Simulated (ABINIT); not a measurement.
## BiH3 (Pm-3m): zone-centre phonons

Which modes does BiH3 (Pm-3m) have at the zone centre?

Method: DFT PBEsol, scalar-relativistic, plane waves, PseudoDojo norm-conserving pseudopotentials, in ABINIT 10.8.3.

The structure was built from a prototype and need not be the compound's stable phase.

**1. Set-up**

The structure is cubic, space group Pm-3m (No. 221). The conventional cell has a = 4.714 Å, b = 4.714 Å, c = 4.714 Å, α = 90.00°, β = 90.00°, γ = 90.00°. Nearest to Bi lie 6 H at 2.36 Å. H has 2 Bi at 2.36 Å nearest. Farther neighbours are not listed.

**2. A probe with smearing**

A first run with smearing and empty bands tells whether the crystal has a gap, which decides between fixed occupations and smearing later on.

File probe.abi:

```
# ground state
tolvrs 1.0d-08
prtden 1
prtwf 1

# basis, mesh and filling
ecut 40.0
ecutsm 3.0
ngkpt 4 4 4
nshiftk 1
shiftk 0.0 0.0 0.0
istwfk *1
occopt 7
tsmear 0.005
nband 15
nstep 100
diemac 9.0
prtebands 0
prtgsr 0
useylm 1

# cell and atoms
acell 8.908546897 8.908546897 8.908546897
rprim 
    1.0 0.0 0.0
    0.0 1.0 0.0
    0.0 0.0 1.0
ntypat 2
znucl 83 1
natom 4
typat 1 2 2 2
xred 
    0.0 0.0 0.0
    0.5 0.0 0.0
    0.0 0.5 0.0
    0.0 0.0 0.5
pp_dirpath "./pseudo"
pseudos "Bi.upf, H.upf"
```

Run with:

```sh
OMP_NUM_THREADS=1 mpirun -n 2 abinit probe.abi > probe.log
```

Numbers of over 12 decimals in the logs are rounded to 6 here.

probe.abo, the main output file:

```text
[banners, grids, parts of the stress and lines that vanish by symmetry left out]
- input  file    -> probe.abi
- output file    -> probe.abo
- root for input  files -> probei
[...]
Symmetries : space group Pm -3 m (#221); Bravais cP (primitive cubic)
[...]
mpw =        8586          nfft =      157464          nkpt =          10
[...]
== DATASET  1 ==================================================================
[...]
cutoff_energies: {ecut:  40.0, pawecutdg:  -1.0, }
[...]
ETOT  1  -83.334731565096    -8.333E+01 5.042E-01 1.946E+02
 ETOT  2  -83.526655728646    -1.919E-01 4.956E-03 3.193E+01
 ETOT  3  -83.532932748261    -6.277E-03 2.640E-04 5.386E+00
 ETOT  4  -83.533198970181    -2.662E-04 2.667E-04 6.098E-01
 ETOT  5  -83.533241148909    -4.218E-05 6.933E-05 2.425E-01
[...]
ETOT 10  -83.533248371577    -7.222E-10 2.260E-05 1.610E-08
 ETOT 11  -83.533248371566     1.114E-11 6.896E-06 3.766E-10
 At SCF step   11       vres2   =  3.77E-10 < tolvrs=  1.00E-08 =>converged.
[...]
sigma(1 1)=  2.08998337E-04  sigma(3 2)=  0.00000000E+00
  sigma(2 2)=  2.08998337E-04  sigma(3 1)=  0.00000000E+00
  sigma(3 3)=  2.08998337E-04  sigma(2 1)=  0.00000000E+00
[...]
convergence: {deltae:  1.114E-11, res2:  3.766E-10, residm:  6.896E-06, diffor: null, }
etotal    :  -8.35332484E+01
[...]
sigma(1 1)=  2.08998337E-04  sigma(3 2)=  0.00000000E+00
  sigma(2 2)=  2.08998337E-04  sigma(3 1)=  0.00000000E+00
  sigma(3 3)=  2.08998337E-04  sigma(2 1)=  0.00000000E+00
[...]
- sigma(1 1)=  6.14894337E+00  sigma(3 2)=  0.00000000E+00
- sigma(2 2)=  6.14894337E+00  sigma(3 1)=  0.00000000E+00
- sigma(3 3)=  6.14894337E+00  sigma(2 1)=  0.00000000E+00
[...]
fcart     -0.0000000000E+00 -0.0000000000E+00 -0.0000000000E+00
           strten      2.0899833715E-04  2.0899833715E-04  2.0899833715E-04
================================================================================

[key lines of the parts left out:]
pressure_GPa:  -6.1489E+00
```

It took 31 s on 2 MPI ranks of Intel Xeon at 2.70GHz, shared host.

Read from the output:

| Property | Result |
| --- | --- |
| volume per atom | 26.19 Å³ |
| pressure | -6.149 GPa |
| gap on the k-mesh | 0 eV |

No gap opens on this mesh, so smearing is kept.

**3. Rough relaxation**

The typed start is rough, so a first relaxation with smearing and loose thresholds takes it towards rest cheaply.

File prerelax.abi:

```
# relaxation
ionmov 2
optcell 2
dilatmx 1.15
chkdilatmx 0
ntime 40
tolmxf 3.0d-04
tolvrs 1.0d-10
prtwf 0
prtden 0
chksymtnons 0

# basis, mesh and filling
ecut 32.0
ecutsm 3.0
ngkpt 4 4 4
nshiftk 1
shiftk 0.0 0.0 0.0
istwfk *1
occopt 7
tsmear 0.005
nband 15
nstep 100
diemac 1000000.0
prtebands 0
prtgsr 0
useylm 1

# cell and atoms
acell 8.908546897 8.908546897 8.908546897
rprim 
    1.0 0.0 0.0
    0.0 1.0 0.0
    0.0 0.0 1.0
ntypat 2
znucl 83 1
natom 4
typat 1 2 2 2
xred 
    0.0 0.0 0.0
    0.5 0.0 0.0
    0.0 0.5 0.0
    0.0 0.0 0.5
pp_dirpath "./pseudo"
pseudos "Bi.upf, H.upf"
```

Run with:

```sh
OMP_NUM_THREADS=1 mpirun -n 2 abinit prerelax.abi > prerelax.log
```

prerelax.abo, the main output file:

```text
[banners, grids, parts of the stress and lines that vanish by symmetry left out]
- input  file    -> prerelax.abi
- output file    -> prerelax.abo
- root for input  files -> prerelaxi
[...]
Symmetries : space group Pm -3 m (#221); Bravais cP (primitive cubic)
[...]
mpw =        9332          nfft =      157464          nkpt =          10
[...]
== DATASET  1 ==================================================================
[...]
cutoff_energies: {ecut:  32.0, pawecutdg:  -1.0, }
[...]
ETOT  1  -83.383741657835    -8.338E+01 3.811E-01 1.962E+02
 ETOT  2  -83.529196346343    -1.455E-01 2.017E-03 1.803E+01
 ETOT  3  -83.532726659671    -3.530E-03 2.431E-04 4.340E+00
 ETOT  4  -83.532857427368    -1.308E-04 5.314E-04 7.725E-01
 ETOT  5  -83.532926022637    -6.860E-05 3.806E-05 3.788E-01
[...]
At SCF step   12       vres2   =  1.09E-11 < tolvrs=  1.00E-10 =>converged.
[...]
ETOT 10  -83.561843117522     7.304E-12 2.575E-13 3.532E-11
 At SCF step   10       vres2   =  3.53E-11 < tolvrs=  1.00E-10 =>converged.
[...]
sigma(1 1)= -2.47714141E-06  sigma(3 2)=  0.00000000E+00
  sigma(2 2)= -2.47714141E-06  sigma(3 1)=  0.00000000E+00
  sigma(3 3)= -2.47714141E-06  sigma(2 1)=  0.00000000E+00
[...]
convergence: {deltae:  7.304E-12, res2:  3.532E-11, residm:  2.575E-13, diffor: null, }
etotal    :  -8.35618431E+01
[...]
At Broyd/MD step   6, gradients are converged :
[...]
sigma(1 1)= -2.47714141E-06  sigma(3 2)=  0.00000000E+00
  sigma(2 2)= -2.47714141E-06  sigma(3 1)=  0.00000000E+00
  sigma(3 3)= -2.47714141E-06  sigma(2 1)=  0.00000000E+00
[...]
- sigma(1 1)= -7.28800165E-02  sigma(3 2)=  0.00000000E+00
- sigma(2 2)= -7.28800165E-02  sigma(3 1)=  0.00000000E+00
- sigma(3 3)= -7.28800165E-02  sigma(2 1)=  0.00000000E+00
[...]
fcart     -0.0000000000E+00 -0.0000000000E+00 -0.0000000000E+00
           strten     -2.4771414101E-06 -2.4771414101E-06 -2.4771414101E-06
================================================================================

[key lines of the parts left out:]
pressure_GPa:   7.2880E-02
Total energy (etotal) [Ha]= -8.35618431175217E+01
```

Run time: 2.9 min. Hardware: 2 MPI ranks; 5.8 min of CPU time.

Relaxation path:

| step | energy less that of the first step (eV) | largest force (eV/Å) | volume (Å³) |
| --- | --- | --- | --- |
| 1 | 0.0000 | 0.0000 | 104.77 |
| 2 | -0.0743 | 0.0000 | 102.81 |
| 3 | -0.5244 | 0.0000 | 62.33 |
| 4 | -0.7447 | 0.0000 | 79.28 |
| 5 | -0.7847 | 0.0000 | 74.78 |
| 6 | -0.7865 | 0.0000 | 73.51 |

| conventional cell, symmetrised | before | after | change |
| --- | --- | --- | --- |
| a (Å) | 4.714 | 4.189 | -11.1 % |
| b (Å) | 4.714 | 4.189 | -11.1 % |
| c (Å) | 4.714 | 4.189 | -11.1 % |
| volume (Å³/atom) | 26.19 | 18.38 | -29.8 % |

Final coordinates:

```
Bi H
1.0
     4.18896    0.00000    0.00000
     0.00000    4.18896    0.00000
     0.00000    0.00000    4.18896
Bi H
1 3
Direct
  0.00000 0.00000 0.00000
  0.50000 0.00000 0.00000
  0.00000 0.50000 0.00000
  0.00000 0.00000 0.50000
```

This step gave:

| Property | Result |
| --- | --- |
| volume per atom | 18.38 Å³ |
| pressure | 0.07288 GPa |

The volume changes by -29.8 % in this run and stands -29.8 % from the first cell.

**4. Rough relaxation**

The cell changed much, so the rough relaxation is repeated on a basis made for the new cell.

Changes to prerelax.abi since step 3:

```diff
@@ -29,3 +29,3 @@
 # cell and atoms
-acell 8.908546897 8.908546897 8.908546897
+acell 7.915995519 7.915995519 7.915995519
 rprim
```

prerelax.abo, the main output file:

```text
[banners, grids, parts of the stress and lines that vanish by symmetry left out]
- input  file    -> prerelax.abi
- output file    -> prerelax.abo
- root for input  files -> prerelaxi
[...]
Symmetries : space group Pm -3 m (#221); Bravais cP (primitive cubic)
[...]
mpw =        6619          nfft =      110592          nkpt =          10
[...]
== DATASET  1 ==================================================================
[...]
cutoff_energies: {ecut:  32.0, pawecutdg:  -1.0, }
[...]
ETOT  1  -83.476812041533    -8.348E+01 1.578E-01 7.233E+01
 ETOT  2  -83.561143873751    -8.433E-02 4.947E-04 5.125E+00
 ETOT  3  -83.561832898656    -6.890E-04 4.508E-04 8.913E-01
 ETOT  4  -83.561839172848    -6.274E-06 1.045E-04 1.984E-01
 ETOT  5  -83.561842429205    -3.256E-06 6.087E-05 2.414E-02
[...]
ETOT 10  -83.561843117492     4.434E-12 8.481E-07 5.363E-10
 ETOT 11  -83.561843117503    -1.094E-11 1.172E-06 3.599E-12
 At SCF step   11       vres2   =  3.60E-12 < tolvrs=  1.00E-10 =>converged.
[...]
sigma(1 1)= -2.47709523E-06  sigma(3 2)=  0.00000000E+00
  sigma(2 2)= -2.47709523E-06  sigma(3 1)=  0.00000000E+00
  sigma(3 3)= -2.47709523E-06  sigma(2 1)=  0.00000000E+00
[...]
convergence: {deltae: -1.094E-11, res2:  3.599E-12, residm:  1.172E-06, diffor: null, }
etotal    :  -8.35618431E+01
[...]
At Broyd/MD step   1, gradients are converged :
[...]
sigma(1 1)= -2.47709523E-06  sigma(3 2)=  0.00000000E+00
  sigma(2 2)= -2.47709523E-06  sigma(3 1)=  0.00000000E+00
  sigma(3 3)= -2.47709523E-06  sigma(2 1)=  0.00000000E+00
[...]
- sigma(1 1)= -7.28786578E-02  sigma(3 2)=  0.00000000E+00
- sigma(2 2)= -7.28786578E-02  sigma(3 1)=  0.00000000E+00
- sigma(3 3)= -7.28786578E-02  sigma(2 1)=  0.00000000E+00
[...]
fcart     -0.0000000000E+00 -0.0000000000E+00 -0.0000000000E+00
           strten     -2.4770952294E-06 -2.4770952294E-06 -2.4770952294E-06
================================================================================

[key lines of the parts left out:]
pressure_GPa:   7.2879E-02
Total energy (etotal) [Ha]= -8.35618431175032E+01
```

Elapsed: 22 s, on 2 MPI ranks; 43 s of CPU time.

Little changed from the start: no atom moved by 0.005 Å and no cell edge by 0.1 %.

The volume changes by +0.0 % in this run and stands -29.8 % from the first cell.

**5. Relaxation**

The harmonic expansion needs vanishing forces, and a free crystal bears no stress, so cell and atoms are brought to rest. Stress is more sensitive to the basis than forces are: the last 3 Ha under the cutoff are smoothed with ecutsm.

relax.abi, as its differences from prerelax.abi of step 4:

```diff
@@ -3,7 +3,6 @@
 optcell 2
-dilatmx 1.15
-chkdilatmx 0
+dilatmx 1.08
 ntime 40
-tolmxf 3.0d-04
-tolvrs 1.0d-10
+tolmxf 1.0d-05
+tolvrs 1.0d-14
 prtwf 0
@@ -13,5 +12,5 @@
 # basis, mesh and filling
-ecut 32.0
+ecut 40.0
 ecutsm 3.0
-ngkpt 4 4 4
+ngkpt 6 6 6
 nshiftk 1
@@ -20,3 +19,3 @@
 occopt 7
-tsmear 0.005
+tsmear 0.01
 nband 15
```

Run with:

```sh
OMP_NUM_THREADS=1 mpirun -n 2 abinit relax.abi > relax.log
```

relax.abo, the main output file:

```text
[banners, grids, parts of the stress and lines that vanish by symmetry left out]
- input  file    -> relax.abi
- output file    -> relax.abo
- root for input  files -> relaxi
[...]
Symmetries : space group Pm -3 m (#221); Bravais cP (primitive cubic)
[...]
mpw =        7583          nfft =      125000          nkpt =          20
[...]
== DATASET  1 ==================================================================
[...]
cutoff_energies: {ecut:  40.0, pawecutdg:  -1.0, }
[...]
ETOT  1  -83.473845296390    -8.347E+01 2.497E-01 6.945E+01
 ETOT  2  -83.576254121644    -1.024E-01 7.859E-03 3.738E+00
 ETOT  3  -83.576972749374    -7.186E-04 5.075E-04 4.203E-01
 ETOT  4  -83.576975088106    -2.339E-06 3.015E-04 1.266E-01
 ETOT  5  -83.576976643126    -1.555E-06 2.584E-04 1.353E-02
[...]
At SCF step   13       vres2   =  2.30E-16 < tolvrs=  1.00E-14 =>converged.
[...]
sigma(1 1)=  1.23733947E-05  sigma(3 2)=  0.00000000E+00
  sigma(2 2)=  1.23733947E-05  sigma(3 1)=  0.00000000E+00
  sigma(3 3)=  1.23733947E-05  sigma(2 1)=  0.00000000E+00
[...]
convergence: {deltae: -4.306E-12, res2:  2.297E-16, residm:  1.992E-05, diffor: null, }
etotal    :  -8.35769769E+01
[...]
ETOT  1  -83.576965793929    -8.358E+01 1.343E-05 2.823E-01
[...]
At SCF step   11       vres2   =  1.52E-15 < tolvrs=  1.00E-14 =>converged.
[...]
sigma(1 1)=  1.10256065E-05  sigma(3 2)=  0.00000000E+00
  sigma(2 2)=  1.10256065E-05  sigma(3 1)=  0.00000000E+00
  sigma(3 3)=  1.10256065E-05  sigma(2 1)=  0.00000000E+00
[...]
convergence: {deltae:  9.507E-12, res2:  1.517E-15, residm:  1.349E-06, diffor: null, }
etotal    :  -8.35769834E+01
[...]
ETOT  1  -83.575852285517    -8.358E+01 6.975E-06 1.858E+01
[...]
At SCF step   12       vres2   =  2.11E-15 < tolvrs=  1.00E-14 =>converged.
[...]
sigma(1 1)= -1.26777444E-07  sigma(3 2)=  0.00000000E+00
  sigma(2 2)= -1.26777444E-07  sigma(3 1)=  0.00000000E+00
  sigma(3 3)= -1.26777444E-07  sigma(2 1)=  0.00000000E+00
[...]
convergence: {deltae: -4.974E-13, res2:  2.109E-15, residm:  3.668E-08, diffor: null, }
etotal    :  -8.35770078E+01
[...]
ETOT  1  -83.577007687791    -8.358E+01 3.042E-08 2.356E-03
[...]
ETOT  9  -83.577007833458    -8.598E-12 2.878E-09 4.660E-14
 ETOT 10  -83.577007833454     3.240E-12 7.380E-09 9.005E-16
 At SCF step   10       vres2   =  9.01E-16 < tolvrs=  1.00E-14 =>converged.
[...]
sigma(1 1)=  1.26302248E-09  sigma(3 2)=  0.00000000E+00
  sigma(2 2)=  1.26302248E-09  sigma(3 1)=  0.00000000E+00
  sigma(3 3)=  1.26302248E-09  sigma(2 1)=  0.00000000E+00
[...]
convergence: {deltae:  3.240E-12, res2:  9.005E-16, residm:  7.380E-09, diffor: null, }
etotal    :  -8.35770078E+01
[...]
At Broyd/MD step   4, gradients are converged :
[...]
sigma(1 1)=  1.26302248E-09  sigma(3 2)=  0.00000000E+00
  sigma(2 2)=  1.26302248E-09  sigma(3 1)=  0.00000000E+00
  sigma(3 3)=  1.26302248E-09  sigma(2 1)=  0.00000000E+00
[...]
- sigma(1 1)=  3.71594044E-05  sigma(3 2)=  0.00000000E+00
- sigma(2 2)=  3.71594044E-05  sigma(3 1)=  0.00000000E+00
- sigma(3 3)=  3.71594043E-05  sigma(2 1)=  0.00000000E+00
[...]
fcart     -0.0000000000E+00 -0.0000000000E+00 -0.0000000000E+00
           strten      1.2630224826E-09  1.2630224826E-09  1.2630224817E-09
================================================================================

[key lines of the parts left out:]
pressure_GPa:  -3.7159E-05
Total energy (etotal) [Ha]= -8.35770078334544E+01
```

Elapsed: 2.9 min, on 2 MPI ranks.

The steps of the relaxation:

| step | energy less that of the first step (eV) | largest force (eV/Å) | volume (Å³) |
| --- | --- | --- | --- |
| 1 | 0.0000 | 0.0000 | 73.51 |
| 2 | -0.0002 | 0.0000 | 73.42 |
| 3 | -0.0008 | 0.0000 | 72.76 |
| 4 | -0.0008 | 0.0000 | 72.77 |

| conventional cell, symmetrised | before | after | change |
| --- | --- | --- | --- |
| a (Å) | 4.189 | 4.175 | -0.3 % |
| b (Å) | 4.189 | 4.175 | -0.3 % |
| c (Å) | 4.189 | 4.175 | -0.3 % |
| volume (Å³/atom) | 18.38 | 18.19 | -1.0 % |

Read from the output:

```yaml
volume_per_atom: 18.19 Å³
pressure: -3.72e-5 GPa
```

The volume changes by -1.0 % in this run and stands -30.5 % from the first cell.

**6. Ground state**

The response is built on these wavefunctions, so the potential is converged far more tightly than an energy would need. ecutsm is kept as in the relaxation, so that the cell stays at rest. Smearing stays on, as the first look found no gap above 0.3 eV.

File gs.abi:

```
# ground state
tolvrs 1.0d-16
prtden 1
prtwf 1

# basis, mesh and filling
ecut 40.0
ecutsm 3.0
ngkpt 6 6 6
nshiftk 1
shiftk 0.0 0.0 0.0
istwfk *1
occopt 7
tsmear 0.01
nband 15
nstep 100
diemac 1000000.0
prtebands 0
prtgsr 0
useylm 1

# cell and atoms
acell 7.889530716 7.889530716 7.889530716
rprim 
    1.0 0.0 0.0
    0.0 1.0 0.0
    0.0 0.0 1.0
ntypat 2
znucl 83 1
natom 4
typat 1 2 2 2
xred 
    0.0 0.0 0.0
    0.5 0.0 0.0
    0.0 0.5 0.0
    0.0 0.0 0.5
pp_dirpath "./pseudo"
pseudos "Bi.upf, H.upf"
```

Run with:

```sh
OMP_NUM_THREADS=1 mpirun -n 2 abinit gs.abi > gs.log
```

gs.abo, the main output file:

```text
[banners, grids, parts of the stress and lines that vanish by symmetry left out]
- input  file    -> gs.abi
- output file    -> gs.abo
- root for input  files -> gsi
[...]
Symmetries : space group Pm -3 m (#221); Bravais cP (primitive cubic)
[...]
mpw =        6031          nfft =      110592          nkpt =          20
[...]
== DATASET  1 ==================================================================
[...]
cutoff_energies: {ecut:  40.0, pawecutdg:  -1.0, }
[...]
ETOT  1  -83.480524370016    -8.348E+01 2.701E-01 5.875E+01
 ETOT  2  -83.576317974809    -9.579E-02 1.129E-02 3.007E+00
 ETOT  3  -83.577003780733    -6.858E-04 6.833E-04 3.130E-01
 ETOT  4  -83.577006349407    -2.569E-06 2.285E-04 9.547E-02
 ETOT  5  -83.577007625073    -1.276E-06 2.568E-04 9.894E-03
[...]
ETOT 13  -83.577007845944     5.400E-12 6.376E-06 1.202E-16
 ETOT 14  -83.577007845949    -5.045E-12 5.589E-06 1.793E-18
 At SCF step   14       vres2   =  1.79E-18 < tolvrs=  1.00E-16 =>converged.
[...]
sigma(1 1)=  1.22001323E-09  sigma(3 2)=  0.00000000E+00
  sigma(2 2)=  1.22001323E-09  sigma(3 1)=  0.00000000E+00
  sigma(3 3)=  1.22001323E-09  sigma(2 1)=  0.00000000E+00
[...]
convergence: {deltae: -5.045E-12, res2:  1.793E-18, residm:  5.589E-06, diffor: null, }
etotal    :  -8.35770078E+01
[...]
sigma(1 1)=  1.22001323E-09  sigma(3 2)=  0.00000000E+00
  sigma(2 2)=  1.22001323E-09  sigma(3 1)=  0.00000000E+00
  sigma(3 3)=  1.22001323E-09  sigma(2 1)=  0.00000000E+00
[...]
- sigma(1 1)=  3.58940285E-05  sigma(3 2)=  0.00000000E+00
- sigma(2 2)=  3.58940284E-05  sigma(3 1)=  0.00000000E+00
- sigma(3 3)=  3.58940284E-05  sigma(2 1)=  0.00000000E+00
[...]
fcart     -0.0000000000E+00 -0.0000000000E+00 -0.0000000000E+00
           strten      1.2200132302E-09  1.2200132293E-09  1.2200132280E-09
================================================================================

[key lines of the parts left out:]
pressure_GPa:  -3.5894E-05
```

It took 54 s on 2 MPI ranks; 1.8 min of CPU time.

Numbers from this step:

```yaml
pressure: -3.59e-5 GPa
```

The cell stands at -3.6e-5 GPa, close enough for phonons.

(Continued in part 2 of 4.)

[Host names and launcher messages were left out of these logs when they were recorded.]

[Logs are printed without paths, hosts, clocks, repeated set-up lines and the standing remarks that a program may print on its own settings, such as how far it seeks lower states.]

[Hosts, paths, dates, database ids (printed as entryN), source tags and the programs' standing remarks are cut or masked in the printed files.]
